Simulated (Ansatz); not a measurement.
# One crystal, many levels of theory: MoS2/MoSSe (van der Waals superlattice) (P3m1), part 2 of 2

Aim: the gap of MoS2/MoSSe (van der Waals superlattice) (P3m1) at several levels of theory on one structure, with the time that each takes.

Ansatz 0.2.0; density functionals, hybrids and G0W0, plane waves, PAW. Known limits of the many-body steps: finite bands, screening cutoff and k mesh; no spin-orbit coupling in G0W0.

So far. Step 4 (HSE06 on the 6×6×2 mesh): Over mesh and listed points the gap is 0.971 eV, from k = Γ to k = (0.200, 0.200, 0.000). The least direct gap found is 1.751 eV, at k = (0.333, 0.333, 0.500). On the 6×6×2 mesh alone the same run gives 1.008 eV, so that mesh misses an edge of HSE06: 1.008 − 0.971 = +0.037 eV. HSE06 against PBEsol: 0.971 − 0.437 = +0.534 eV. The runs also differ in mesh (12×12×2 and 6×6×2), so how much of this comes from the functional alone is not known.

The structure was built from a prototype and need not be the compound's stable phase.

In doubt: masses and optical values from hybrid runs of this build are listed as unsure (step 6), which bears on the screening that GW takes from such a start.

**6. G0W0@HSE06, 9×9×2 mesh, 195 empty bands, screening to 90 eV, PAW set soft_1 files**

This step: G0W0 on HSE06, plane waves, PAW; PAW set soft_1.

File input.yaml:

```yaml
crystal:
  lattice:
    - [3.1444730757, 0.0, 0.0]
    - [-1.5722365378, 2.7231935651, 0.0]
    - [0.0, 0.0, 11.7798069796]
  atoms:
    - { symbol: Mo, position: [0.3333333333, 0.6666666667, 0.244121805] }
    - { symbol: S, position: [0.6666666667, 0.3333333333, 0.375572156] }
    - { symbol: S, position: [0.6666666667, 0.3333333333, 0.1123964636] }
    - { symbol: Mo, position: [0.0, 0.0, 0.7569898928] }
    - { symbol: S, position: [0.3333333333, 0.6666666667, 0.8873050472] }
    - { symbol: Se, position: [0.3333333333, 0.6666666667, 0.6116433664] }
kpoints:
  mp_grid: { grid: [9, 9, 2] }
hamiltonian:
  xc: hse06
  pseudopotentials: { kind: paw, azcp: { folder: soft_1 } }
scf:
  occupations: { method: fixed }
gw:
  n_empty_bands: 195
  ecut_chi: 90
  qp_bands: [v2, c2]
  qp_kpoints: band_edges
  screening: { model: contour_deformation }
```

Launch:

```sh
$ ansatz run input.yaml --threads 2 --pin off --max-ram 92160MiB --backend cuda --events-out ev --progress --plain --runs-dir out --devices 1 --max-vram 13GiB
```

Numbers of over 12 decimals in the logs are rounded to 6 here.

Output:

```text
GPUs: using 1 of 1 available (devices: 1).
[...]
GPU FFT provider: cuFFT
GPU libraries: cuBLAS 13.8.2, cuFFT 12.4.0, cuSOLVER 12.3.4
Crystal: 6 atoms, lattice volume = 100.871 Å³
Basis set: ecut = 420 eV, 1971 PW (Γ)
Bands: 38, of which v1, the nominal top of the filled ones, is band 31 counted from 1 (30 counted from 0)
Symmetry: 6 space group operations
[...]
k-points: 24 of 162 (time reversal used)
[...]
1    32     15.1539   -13.5728    -4.0621   -17.9283  0.7738    15.4485    15.4473  root
     1    33     15.1539   -13.5728    -4.0621   -17.9283  0.7738    15.4485    15.4473  root
[...]
23    30     11.5952   -19.1242     0.5754   -18.9241  0.7735    11.9695    11.9705  root
    23    31     12.1031   -19.1022     0.5954   -18.8768  0.7740    12.4722    12.4731  root
    23    32     13.8465   -16.0684    -3.5539   -20.0521  0.7698    14.2782    14.2763  root
    23    33     14.4052   -15.8223    -3.7007   -19.9266  0.7685    14.8105    14.8088  root
[key lines of the parts left out:]
Free energy (F): -18099.058606 eV
Fermi energy:    12.803394 eV
```

The job ended after 86 s (1 × NVIDIA H100 80GB HBM3 (shared by 6 runs) with 2 threads of AMD EPYC 7R13 (Zen 3), shared host; peak memory 2.3 GiB).

This step gave:

```
bands summed                                    : 226
RPA ε∞ on this mesh (eigenvalues)               : 7.265, 13.02, 13.02
plane waves in the screening matrix             : 217
G0W0 gap over the corrected points              : 1.044 eV
k of the valence top                            : 0, 0, 0
k of the conduction bottom                      : 0.1111, 0.2222, 0
starting gap on the mesh                        : 1.041 eV
Z at the valence top                            : 0.7756
Z at the conduction bottom                      : 0.7804
least direct G0W0 gap over the corrected points : 1.803 eV
```

Over 18 of 24 irreducible mesh points the G0W0 gap is 1.044 eV, from k = Γ to k = (0.111, 0.222, 0.000). The HSE06 gap of this run on the mesh is 1.041 eV. Other states bound it: the two that bound the G0W0 gap lie 1.089 eV apart in HSE06, so state for state the correction is 1.044 − 1.089 = −0.045 eV, while gap against gap it is 1.044 − 1.041 = +0.003 eV. G0W0@HSE06 against G0W0@PBEsol with 451 bands: 1.044 − 0.926 = +0.118 eV. The runs also differ in empty bands (420 and 195) and screening cutoff (eV) (150.0 and 90), so how much of this comes from the start alone is not known. The program's warnings for this run: metallic iterate.

**7. The ladder**

Each gap is the least one over the points named; times are wall times on shared hosts, not benchmarks. A G0W0 time includes the run's own self-consistent start. Runs with listed points see these and the mesh alone, so an edge that moves elsewhere is missed. Rows marked * are further runs, not shown as steps, whose inputs differ from the G0W0 step on the same start in the columns given; solver thresholds can differ too.

```
       level     mesh       files, cutoff  bands summed, screening                            points  gap (eV)  valence top      conduction bottom  least direct gap (eV)     time
      PBEsol  12×12×2  soft_1 PAW, 420 eV                        -                     mesh and path     0.437            Γ  (0.200, 0.200, 0.000)                  1.327    5.5 s
  PBEsol+SOC  12×12×2  soft_1 PAW, 420 eV                        -            mesh and listed points     0.406            Γ  (0.200, 0.200, 0.000)                  1.238     12 s
       HSE06    6×6×2  soft_1 PAW, 420 eV                        -            mesh and listed points     0.971            Γ  (0.200, 0.200, 0.000)                  1.751     31 s
G0W0@PBEsol*    9×9×2  soft_1 PAW, 420 eV               137, 60 eV  19 of 24 irreducible mesh points     0.830            Γ  (0.111, 0.222, 0.000)                  1.728     29 s
 G0W0@PBEsol    9×9×2  soft_1 PAW, 420 eV              451, 150 eV  19 of 24 irreducible mesh points     0.926            Γ  (0.111, 0.222, 0.000)                  1.710  2.1 min
  G0W0@HSE06    9×9×2  soft_1 PAW, 420 eV               226, 90 eV  18 of 24 irreducible mesh points     1.044            Γ  (0.111, 0.222, 0.000)                  1.803     86 s
```

**8. Outcome**

```json
{
 "PBEsol, over mesh and path": "0.437 eV",
 "PBEsol+SOC, over mesh and listed points": "0.406 eV",
 "HSE06, over mesh and listed points": "0.971 eV",
 "G0W0@PBEsol (451 bands, 9×9×2), over 19 of 24 irreducible mesh points": "0.926 eV",
 "G0W0@HSE06, over 18 of 24 irreducible mesh points": "1.044 eV",
 "known limits": "finite bands, screening cutoff and k mesh; no spin-orbit coupling in G0W0"
}
```

What this shows: The rows run from 0.406 eV (PBEsol+SOC) to 1.044 eV (G0W0@HSE06). They differ in mesh, bands and screening cutoff of G0W0 and the points over which the gap was sought as well as in level, so only pairs that share these are like for like. PBEsol+SOC against PBEsol: 0.406 − 0.437 = −0.031 eV, with the same mesh, set of files (read in its fully relativistic form for the spin-orbit run) and cutoff, and both edges at the same k points. The spin-orbit run sees mesh and listed points alone, so its gap is an upper bound: the coupling can move an edge off these points, the more so as this crystal has no centre of inversion, and the change over the zone, its sign included where it is small, is not known. G0W0@PBEsol (451 bands, 9×9×2) moves the gap of its own start on the mesh by 0.926 − 0.541 = +0.385 eV, between the same two levels. Over mesh and path, PBEsol puts the conduction bottom at k = (0.200, 0.200, 0.000), where no G0W0 correction was computed. The G0W0 gap over the whole zone is therefore not known from this run; at its settings it can only be equal to or under the 0.926 eV found, and no correction is carried over from another point. For the start itself the gap is 0.437 eV over mesh and path and 0.541 eV on the mesh of the G0W0 run, in runs that differ in mesh (12×12×2 and 9×9×2). G0W0@HSE06 moves the gap of its own start on the mesh by 1.044 − 1.041 = +0.003 eV, with other states at the edges (they lie 1.089 eV apart at the start). Over mesh and listed points, HSE06 puts the conduction bottom at k = (0.200, 0.200, 0.000), where no G0W0 correction was computed. The G0W0 gap over the whole zone is therefore not known from this run; at its settings it can only be equal to or under the 1.044 eV found, and no correction is carried over from another point. For the start itself the gap is 0.971 eV over mesh and listed points and 1.041 eV on the mesh of the G0W0 run, in runs that differ in mesh (6×6×2 and 9×9×2). What spin-orbit coupling does to the G0W0 levels was not computed, so no sum with the G0W0 gap is formed. For G0W0@PBEsol: from 137 bands and 60 eV to 451 bands and 150 eV the gap moves by 0.926 − 0.830 = +0.096 eV; bands and screening cutoff rise together, so their parts are not told apart. Two runs can't test a law of convergence, so the limit is not known. The other G0W0 rows are shown at one basis each (226 bands), so their distance from the limit is not known here. For G0W0@HSE06: the program's warnings for this run: metallic iterate. The G0W0 runs are scalar-relativistic. No pair of G0W0 runs that differ in the mesh alone is shown (9×9×2 is a supercell whose nearest images lie 24 Å apart), so the error from the mesh is not known here. G0W0 is shown with one set of atomic data (soft_1 PAW), so the error from the files is not known here.

[Paths, hosts, dates, memory and timing lines, banners, echoed tables and standing remarks are left out of the program output.]

[Logs are printed without paths, hosts, clocks, repeated set-up lines and the standing remarks that a program may print on its own settings, such as how far it seeks lower states.]

[Runs of the session that timed out or met a known fault of the program may be left out.]

[Cells called generated may have been cut or substituted from an entry of the Crystallography Open Database or the Materials Project.]

[Hosts, paths, dates, database ids (printed as entryN), source tags and the programs' standing remarks are cut or masked in the printed files.]

[Where an RPA ε∞ is given, it is that of the G0W0 mesh and is not shown converged in it. Names of k-points follow the symmetry that the program found, which can be lower than the space group named. Band edges on a path are those of the sampled points; other points can move an edge, and change direct to indirect where valleys lie close.]

[Hybrid gaps are those of their k-mesh and are not shown converged in it.]
